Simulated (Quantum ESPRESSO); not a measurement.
# Terminations of Ge(111) and their dipole steps, part 4 of 5

Aim: how each group bound to the top atoms of Ge(111) shifts the vacuum level against a hydrogen-covered face.

Quantum ESPRESSO 7.5; plane-wave DFT, PBE, GBRV ultrasoft pseudopotentials.

So far. Step 4 (Relaxing the ions, Br on top): The relaxation lowers the energy by 1 meV an atom. On the free atoms the largest force ends at 0.015 eV/Å. Step 5 (SCF with pw.x, Br on top): Inside the slab this potential holds the local part of the pseudopotentials, which can be repulsive at the nuclei; only its value in the vacuum has a meaning of its own.

## (6) Relaxing the ions, I on top

System of this step: Ge(111), 5 bilayers, H below, I above. The cell holds 12 atoms: 1 H, 10 Ge and 1 I. Cell: a = 4.073 Å, b = 4.073 Å, c = 34.234 Å, α = 90.0°, β = 90.0°, γ = 120.0°. It derives from Ge. Vacuum lies along c.

I.relax.in

```
&control
  prefix = 'I.relax'
  outdir = './out'
  pseudo_dir = './pseudo'
  nstep = 40
  forc_conv_thr = 0.001
  calculation = 'relax'
/
&system
  ibrav = 0
  nat = 12
  ntyp = 3
  ecutwfc = 40
  ecutrho = 200
  occupations = 'smearing'
  smearing = 'fd'
  degauss = 0.002
  assume_isolated = 'esm'
  esm_bc = 'bc1'
  nbnd = 78
/
&electrons
  conv_thr = 1e-07
  mixing_beta = 0.4
  electron_maxstep = 120
  mixing_mode = 'plain'
/
&ions
/
ATOMIC_SPECIES
  H   1.0080  h_pbe_v1.4.uspp.F.UPF
  Ge  72.6300  ge_pbe_v1.4.uspp.F.UPF
  I   126.9045  i_pbe_v1.uspp.F.UPF
CELL_PARAMETERS angstrom
  4.07293505963451 0.00000000000000 0.00000000000000
  -2.03646752981726 3.52726522960778 0.00000000000000
  0.00000000000000 0.00000000000000 34.23353458976204
ATOMIC_POSITIONS crystal
  H   0.000000000000 0.000000000000 -0.266311013576
  Ge  0.000000000000 0.000000000000 -0.220741661223
  Ge  0.333333333333 0.666666666667 -0.196455989364
  Ge  0.333333333333 0.666666666667 -0.123598973786
  Ge  0.666666666667 0.333333333333 -0.099313301926
  Ge  0.666666666667 0.333333333333 -0.026456286348 0 0 0
  Ge  0.000000000000 0.000000000000 -0.002170614489 0 0 0
  Ge  0.000000000000 0.000000000000 0.070686401089
  Ge  0.333333333333 0.666666666667 0.094972072949
  Ge  0.333333333333 0.666666666667 0.167829088527
  Ge  0.666666666667 0.333333333333 0.192114760386
  I   0.666666666667 0.333333333333 0.266311013576
K_POINTS automatic
  6 6 1 0 0 0
```

The run is started by

```bash
> OMP_NUM_THREADS=1 mpirun -n 4 pw.x -nk 2 -in I.relax.in > I.relax.out
```

Log:

```text
[banner, memory and clock lines left out]
Program PWSCF v.7.5 starts

          URL

     Message from routine setup:
     using ibrav=0 with symmetry is DISCOURAGED, use correct ibrav instead

     bravais-lattice index     =            0
     lattice parameter (alat)  =       7.6967  a.u.
     unit-cell volume          =    3318.8983 (a.u.)^3
     number of atoms/cell      =           12
     number of atomic types    =            3
     number of electrons       =       148.00
     number of Kohn-Sham states=           78
     kinetic-energy cutoff     =      40.0000  Ry
     charge density cutoff     =     200.0000  Ry
     scf convergence threshold =      1.0E-07
     mixing beta               =       0.4000
     number of iterations used =            8  plain     mixing
     energy convergence thresh.=      1.0E-04
     force convergence thresh. =      1.0E-03
     Exchange-correlation= SLA  PW   PBE  PBE
                           (   1   4   3   4   0   0   0)
     nstep                     =           40

     Effective Screening Medium Method
     Boundary Conditions: Vacuum-Slab-Vacuum
     total charge in unit cell        =   0.0000
     grid points for fit at edges     =        4

     celldm(1)=   7.696732  celldm(2)=   0.000000  celldm(3)=   0.000000
     celldm(4)=   0.000000  celldm(5)=   0.000000  celldm(6)=   0.000000

     crystal axes: (cart. coord. in units of alat)
               a(1) = (   1.000000   0.000000   0.000000 )
               a(2) = (  -0.500000   0.866025   0.000000 )
               a(3) = (   0.000000   0.000000   8.405127 )

     reciprocal axes: (cart. coord. in units 2 pi/alat)
               b(1) = (  1.000000  0.577350 -0.000000 )
               b(2) = (  0.000000  1.154701  0.000000 )
               b(3) = (  0.000000 -0.000000  0.118975 )

     PseudoPot. # 1 for H  read from file:
     ./pseudo/h_pbe_v1.4.uspp.F.UPF
     Pseudo is Ultrasoft, Zval =  1.0
     Generated by new atomic code, or converted to UPF format
     Using radial grid of  615 points,  2 beta functions with:
                l(1) =   0
                l(2) =   0
     Q(r) pseudized with  8 coefficients,  rinner =    0.700

     PseudoPot. # 2 for Ge read from file:
     ./pseudo/ge_pbe_v1.4.uspp.F.UPF
     Pseudo is Ultrasoft + core correction, Zval = 14.0
     Generated by new atomic code, or converted to UPF format
     Using radial grid of  873 points,  6 beta functions with:
                l(1) =   0
                l(2) =   0
                l(3) =   1
                l(4) =   1
                l(5) =   2
                l(6) =   2
     Q(r) pseudized with  8 coefficients,  rinner =    1.400   1.400   1.400
                                                       1.400   1.400

     PseudoPot. # 3 for I  read from file:
     ./pseudo/i_pbe_v1.uspp.F.UPF
     Pseudo is Ultrasoft + core correction, Zval =  7.0
     Generated by new atomic code, or converted to UPF format
     Using radial grid of  893 points,  6 beta functions with:
                l(1) =   0
                l(2) =   0
                l(3) =   1
                l(4) =   1
                l(5) =   2
                l(6) =   2
     Q(r) pseudized with  8 coefficients,  rinner =    1.500   1.500   1.500
                                                       1.500   1.500

     atomic species   valence    mass     pseudopotential
     H                 1.00     1.00800     H ( 1.00)
     Ge               14.00    72.63000     Ge( 1.00)
     I                 7.00   126.90450     I ( 1.00)

      6 Sym. Ops. (no inversion) found

   Cartesian axes

     site n.     atom                  positions (alat units)
         1        H      tau(   1) = (   0.0000000   0.0000000  -2.2383778  )
         2        Ge     tau(   2) = (   0.0000000   0.0000000  -1.8553616  )
         3        Ge     tau(   3) = (  -0.0000000   0.5773503  -1.6512375  )
         4        Ge     tau(   4) = (  -0.0000000   0.5773503  -1.0388650  )
         5        Ge     tau(   5) = (   0.5000000   0.2886751  -0.8347409  )
         6        Ge     tau(   6) = (   0.5000000   0.2886751  -0.2223684  )
         7        Ge     tau(   7) = (   0.0000000   0.0000000  -0.0182443  )
         8        Ge     tau(   8) = (   0.0000000   0.0000000   0.5941281  )
         9        Ge     tau(   9) = (  -0.0000000   0.5773503   0.7982523  )
        10        Ge     tau(  10) = (  -0.0000000   0.5773503   1.4106247  )
        11        Ge     tau(  11) = (   0.5000000   0.2886751   1.6147489  )
        12        I      tau(  12) = (   0.5000000   0.2886751   2.2383778  )

     number of k points=     7  Fermi-Dirac smearing, width (Ry)=  0.0020
                       cart. coord. in units 2pi/alat
        k(    1) = (   0.0000000   0.0000000   0.0000000), wk =   0.0555556
        k(    2) = (   0.0000000   0.1924501   0.0000000), wk =   0.3333333
        k(    3) = (   0.0000000   0.3849002   0.0000000), wk =   0.3333333
        k(    4) = (   0.0000000  -0.5773503   0.0000000), wk =   0.1666667
        k(    5) = (   0.1666667   0.2886751   0.0000000), wk =   0.3333333
        k(    6) = (   0.1666667   0.4811252   0.0000000), wk =   0.6666667
        k(    7) = (   0.3333333   0.5773503   0.0000000), wk =   0.1111111

     Dense  grid:   158637 G-vectors     FFT dimensions: (  36,  36, 300)

     Smooth grid:   113529 G-vectors     FFT dimensions: (  32,  32, 270)

     Check: negative core charge=   -0.000002

     Initial potential from superposition of free atoms

     starting charge     147.9911, renormalised to     148.0000

     negative rho (up, down):  4.722E-04 0.000E+00
     Starting wfcs are   95 randomized atomic wfcs

     per-process dynamical memory:   107.3 Mb

     Self-consistent Calculation

     iteration #  1     ecut=    40.00 Ry     beta= 0.40
     Davidson diagonalization with overlap
     ethr =  1.00E-02,  avg # of iterations =  2.4

     Threshold (ethr) on eigenvalues was too large:
     Diagonalizing with lowered threshold

     Davidson diagonalization with overlap
     ethr =  8.86E-05,  avg # of iterations = 12.7

     negative rho (up, down):  1.662E-04 0.000E+00

     total energy              =   -2203.30340620 Ry
     estimated scf accuracy    <       0.20807254 Ry

     iteration #  2     ecut=    40.00 Ry     beta= 0.40
     Davidson diagonalization with overlap
     ethr =  1.41E-04,  avg # of iterations =  4.1

     negative rho (up, down):  1.363E-04 0.000E+00

     total energy              =   -2203.18402218 Ry
     estimated scf accuracy    <       0.51419723 Ry

     iteration #  3     ecut=    40.00 Ry     beta= 0.40
[...]
-29.5189 -29.5159 -29.5012 -29.4644 -29.4638 -29.3786 -29.3769 -29.3450
   -29.3293 -29.3259 -29.3163 -29.3003 -29.2999 -29.2941 -29.2909 -29.2806
   -29.2583 -29.2562 -29.2472 -29.2426 -29.2373 -29.2130 -29.2096 -29.2000
   -29.1952 -29.1758 -29.1703 -29.1691 -29.1670 -29.1621 -29.1499 -29.1442
   -29.1327 -29.1252 -29.1228 -29.1194 -29.1096 -29.1059 -29.0982 -29.0889
   -29.0850 -29.0633 -29.0627 -29.0552 -29.0435 -29.0373 -29.0257 -29.0203
   -28.9868 -28.9865 -17.4658 -16.5652 -16.3044 -15.8603 -15.3374 -14.8915
   -11.7566 -11.0961 -10.1011  -9.0423  -8.0910  -7.7066  -7.5281  -7.2240
    -6.9071  -6.4531  -6.3968  -6.2676  -5.9795  -5.8778  -5.5855  -5.3931
    -5.1843  -4.8355  -3.5962  -3.0515  -2.9615  -2.9138

          k = 0.0000 0.3849 0.0000 ( 14170 PWs)   bands (ev):

   -29.5220 -29.5190 -29.5020 -29.4606 -29.4582 -29.3831 -29.3802 -29.3549
   -29.3304 -29.3285 -29.3130 -29.3036 -29.2979 -29.2840 -29.2791 -29.2641
   -29.2641 -29.2507 -29.2416 -29.2291 -29.2282 -29.2145 -29.2077 -29.1911
   -29.1908 -29.1835 -29.1740 -29.1732 -29.1716 -29.1609 -29.1522 -29.1484
   -29.1431 -29.1335 -29.1299 -29.1127 -29.1086 -29.1066 -29.1015 -29.0980
   -29.0797 -29.0660 -29.0603 -29.0564 -29.0510 -29.0314 -29.0242 -29.0209
   -28.9819 -28.9773 -17.1742 -15.7686 -15.5302 -15.1140 -14.6010 -14.1169
   -12.3573 -11.8518 -11.2414 -10.6900 -10.1947  -8.7325  -8.5227  -8.0204
    -7.4839  -7.1718  -7.1568  -6.9591  -6.6810  -6.6410  -6.2238  -6.0662
    -5.8181  -5.2386  -4.0173  -3.6311  -3.3710  -3.2399

          k = 0.0000-0.5774 0.0000 ( 14166 PWs)   bands (ev):

   -29.5209 -29.5197 -29.5030 -29.4621 -29.4561 -29.3849 -29.3750 -29.3620
   -29.3319 -29.3251 -29.3120 -29.3053 -29.2994 -29.2794 -29.2705 -29.2671
   -29.2574 -29.2491 -29.2352 -29.2337 -29.2292 -29.2112 -29.2055 -29.2022
   -29.1825 -29.1820 -29.1800 -29.1740 -29.1708 -29.1658 -29.1549 -29.1509
   -29.1397 -29.1329 -29.1329 -29.1170 -29.1078 -29.1016 -29.0985 -29.0951
   -29.0799 -29.0642 -29.0618 -29.0600 -29.0490 -29.0331 -29.0219 -29.0219
   -28.9828 -28.9743 -17.0194 -14.9393 -14.7882 -14.5036 -14.1015 -13.6016
   -13.0183 -12.4499 -12.0278 -11.8932 -11.8339  -8.6598  -8.3654  -8.0637
    -7.7315  -7.5544  -7.4294  -7.2287  -7.0984  -6.9042  -6.4830  -6.3370
    -6.0787  -5.4003  -4.1870  -3.7077  -3.5650  -3.2797

          k = 0.1667 0.2887 0.0000 ( 14136 PWs)   bands (ev):

   -29.5225 -29.5200 -29.5007 -29.4619 -29.4562 -29.3866 -29.3790 -29.3518
   -29.3345 -29.3259 -29.3106 -29.3067 -29.2964 -29.2852 -29.2772 -29.2705
   -29.2678 -29.2500 -29.2391 -29.2284 -29.2266 -29.2153 -29.2067 -29.1932
   -29.1915 -29.1857 -29.1776 -29.1691 -29.1661 -29.1608 -29.1539 -29.1442
   -29.1406 -29.1382 -29.1234 -29.1172 -29.1108 -29.1089 -29.1007 -29.0990
   -29.0822 -29.0702 -29.0632 -29.0505 -29.0467 -29.0311 -29.0297 -29.0179
   -28.9849 -28.9739 -17.2501 -16.0219 -15.7745 -15.3456 -14.8250 -14.3519
   -12.0917 -11.5360 -10.7892 -10.0989  -9.5433  -8.4692  -8.3668  -8.0237
    -7.4572  -7.3446  -7.1468  -6.9581  -6.6925  -6.6704  -6.6428  -6.2420
    -5.7292  -5.3904  -2.9249  -2.6866  -2.4968  -2.0308

          k = 0.1667 0.4811 0.0000 ( 14185 PWs)   bands (ev):

   -29.5261 -29.5209 -29.5014 -29.4605 -29.4502 -29.3942 -29.3747 -29.3599
   -29.3405 -29.3254 -29.3145 -29.2993 -29.2941 -29.2788 -29.2739 -29.2653
   -29.2509 -29.2412 -29.2317 -29.2291 -29.2229 -29.2110 -29.2018 -29.1967
   -29.1935 -29.1876 -29.1786 -29.1745 -29.1689 -29.1626 -29.1583 -29.1512
   -29.1403 -29.1333 -29.1322 -29.1266 -29.1145 -29.1069 -29.0959 -29.0932
   -29.0881 -29.0746 -29.0654 -29.0597 -29.0405 -29.0354 -29.0258 -29.0133
   -28.9833 -28.9642 -17.0228 -15.0617 -14.8613 -14.5089 -14.0550 -13.5390
   -12.9747 -12.4464 -11.9923 -11.6210 -11.2906  -8.6630  -8.4558  -8.1911
    -8.1009  -7.9297  -7.8585  -7.5464  -7.4662  -7.2673  -6.9457  -6.6271
    -6.3116  -5.8628  -3.2098  -2.9239  -2.6543  -2.1767

          k = 0.3333 0.5774 0.0000 ( 14226 PWs)   bands (ev):

   -29.5310 -29.5213 -29.5011 -29.4596 -29.4429 -29.4014 -29.3732 -29.3620
   -29.3465 -29.3266 -29.3220 -29.2986 -29.2875 -29.2766 -29.2624 -29.2465
   -29.2417 -29.2406 -29.2381 -29.2246 -29.2194 -29.2091 -29.2061 -29.2030
   -29.1861 -29.1822 -29.1783 -29.1712 -29.1671 -29.1667 -29.1589 -29.1536
   -29.1484 -29.1452 -29.1378 -29.1250 -29.1142 -29.1076 -29.1039 -29.0937
   -29.0863 -29.0814 -29.0744 -29.0645 -29.0347 -29.0321 -29.0290 -29.0055
   -28.9822 -28.9556 -16.9472 -14.1965 -14.1553 -14.1255 -14.0959 -13.5914
   -13.0929 -12.3159 -12.2975 -12.2684 -12.2046  -8.8482  -8.7516  -8.7386
    -8.6216  -8.4884  -8.0289  -7.7955  -7.5397  -7.1225  -6.9950  -6.9522
    -6.6691  -6.4810  -3.0218  -2.7146  -2.6435  -2.2710

     the Fermi energy is    -4.5507 ev

!    total energy              =   -2203.31314570 Ry
     estimated scf accuracy    <          2.8E-10 Ry
     smearing contrib. (-TS)   =      -0.00021743 Ry
     internal energy E=F+TS    =   -2203.31292827 Ry

     The total energy is F=E-TS. E is the sum of the following terms:
     one-electron contribution =   58062.82272808 Ry
     hartree contribution      =  -28967.18448972 Ry
     xc contribution           =    -631.98112537 Ry
     ewald contribution        =  -30666.97004126 Ry

     convergence has been achieved in  16 iterations

     negative rho (up, down):  1.408E-04 0.000E+00

     Forces acting on atoms (cartesian axes, Ry/au):

     atom    1 type  1   force =     0.00000000    0.00000000    0.00165578
     atom    2 type  2   force =     0.00000000    0.00000000   -0.00024913
     atom    3 type  2   force =     0.00000000    0.00000000   -0.00063518
     atom    4 type  2   force =     0.00000000    0.00000000    0.00097445
     atom    5 type  2   force =     0.00000000   -0.00000000    0.00211090
     atom    6 type  2   force =     0.00000000   -0.00000000   -0.00189581
     atom    7 type  2   force =     0.00000000   -0.00000000   -0.00089844
     atom    8 type  2   force =     0.00000000    0.00000000   -0.00102368
     atom    9 type  2   force =     0.00000000   -0.00000000   -0.00024253
     atom   10 type  2   force =     0.00000000    0.00000000    0.00043731
     atom   11 type  2   force =     0.00000000    0.00000000   -0.00075777
     atom   12 type  3   force =     0.00000000    0.00000000    0.00035007

     Total force =     0.003257     Total SCF correction =     0.000134
     Energy error            =      2.0E-05 Ry
     Gradient error          =      2.1E-03 Ry/Bohr

     number of scf cycles    =  12
     number of bfgs steps    =  11

     energy             old  =   -2203.3131259326 Ry
     energy             new  =   -2203.3131457011 Ry

     CASE: energy            _new < energy            _old

     new trust radius        =       0.0112965908 bohr
     new conv_thr            =       0.0000000010 Ry

ATOMIC_POSITIONS (crystal)
H               -0.0000000000       -0.0000000000       -0.2649461087
Ge              -0.0000000000       -0.0000000000       -0.2192993027
Ge               0.3333333333        0.6666666667       -0.1963169443
Ge               0.3333333333        0.6666666667       -0.1238230656
Ge               0.6666666667        0.3333333333       -0.0996237755
Ge               0.6666666667        0.3333333333       -0.0264562863    0   0   0
Ge               0.0000000000        0.0000000000       -0.0021706145    0   0   0
Ge               0.0000000000        0.0000000000        0.0707611921
Ge               0.3333333333        0.6666666667        0.0950909387
Ge               0.3333333333        0.6666666667        0.1679419283
Ge               0.6666666667        0.3333333333        0.1914651282
I                0.6666666667        0.3333333333        0.2660829076

     XML data file
     NEW-OLD atomic charge density approx. for the potential

     Check: negative core charge=   -0.000002

     negative rho (up, down):  1.485E-04 0.000E+00

     per-process dynamical memory:   142.6 Mb

     Self-consistent Calculation

     iteration #  1     ecut=    40.00 Ry     beta= 0.40
     Davidson diagonalizati
```

Run time: 34 min. Hardware: 4 MPI ranks of Arm Neoverse V1, shared host; peak memory 1.1 GiB; 2.3 h of CPU time.

The steps of the relaxation:

| step | energy less that of the first step (eV) | largest force (eV/Å) |
| --- | --- | --- |
| 1 | 0.0000 | 0.2763 |
| 2 | -0.0035 | 0.1519 |
| 3 | -0.0060 | 0.1316 |
| 4 | -0.0073 | 0.1235 |
| 5 | -0.0081 | 0.0880 |
| 6 | -0.0087 | 0.0634 |
| 7 | -0.0092 | 0.0528 |
| 8 | -0.0094 | 0.0375 |
| 9 | -0.0095 | 0.0380 |
| 10 | -0.0097 | 0.0347 |
| 11 | -0.0099 | 0.0403 |
| 12 | -0.0101 | 0.0543 |
| 13 | -0.0104 | 0.0673 |
| 14 | -0.0107 | 0.0694 |
| 15 | -0.0111 | 0.0603 |
| 16 | -0.0113 | 0.0355 |
| 17 | -0.0114 | 0.0183 |

The atoms that moved most (Å):

| atom | dx | dy | dz | length |
| --- | --- | --- | --- | --- |
| H1 | 0.000 | 0.000 | 0.076 | 0.076 |
| Ge2 | 0.000 | 0.000 | 0.074 | 0.074 |
| Ge11 | 0.000 | 0.000 | -0.030 | 0.030 |
| Ge3 | 0.000 | 0.000 | 0.025 | 0.025 |
| I12 | 0.000 | 0.000 | -0.014 | 0.014 |
| Ge4 | 0.000 | 0.000 | 0.012 | 0.012 |

 On the free atoms the largest force ends at 0.018 eV/Å.

Read from the output:

* free energy: -29977.6038 eV
* energy at zero smearing: -29977.6022 eV
* Fermi energy: -4.554 eV
* vacuum line at the lower end of the cell, over the Fermi level: 4.293 eV
* vacuum line at the upper end of the cell, over the Fermi level: 4.814 eV

Electrostatic potential energy of an electron; zero at the Fermi level. Potential energy, planar mean against z:

z (Å), potential energy, planar mean (eV) and a bar from the least value:
```
      -17        4.3 #############################
      -16        4.3 #############################
      -15        4.3 #############################
      -14        4.3 #############################
      -13        4.3 #############################
      -12        4.3 #############################
      -11        4.3 #############################
      -10        4.1 #############################
       -9        2.4 #########################
       -8       -3.2 ###############
       -7      -10.0 ##
       -6       -1.0 ###################
       -5       -0.1 #####################
       -4       -9.2 ####
       -3       -4.4 #############
       -2        1.8 ########################
       -1       -6.8 ########
        0       -6.9 ########
        1        1.7 ########################
        2       -4.3 #############
        3       -9.4 ###
        4       -0.5 ####################
        5       -0.6 ####################
        6       -9.8 ###
        7       -3.9 ##############
        8        2.3 #########################
        9      -11.2 
       10        1.2 #######################
       11        4.7 ##############################
       12        4.8 ##############################
       13        4.8 ##############################
       14        4.8 ##############################
       15        4.8 ##############################
       16        4.8 ##############################
       17        4.8 ##############################
```

(Part 4 of 5 ends here.)

[Logs are printed without paths, hosts, clocks, repeated set-up lines and the standing remarks that a program may print on its own settings, such as how far it seeks lower states.]

[Hosts, paths, dates, database ids (printed as entryN), source tags and the programs' standing remarks are cut or masked in the printed files.]

[Maps of the electrostatic potential energy from Ansatz leave out the sawtooth potential of an applied field or a dipole correction, so their vacuum need not be flat; planar profiles and work functions include it.]
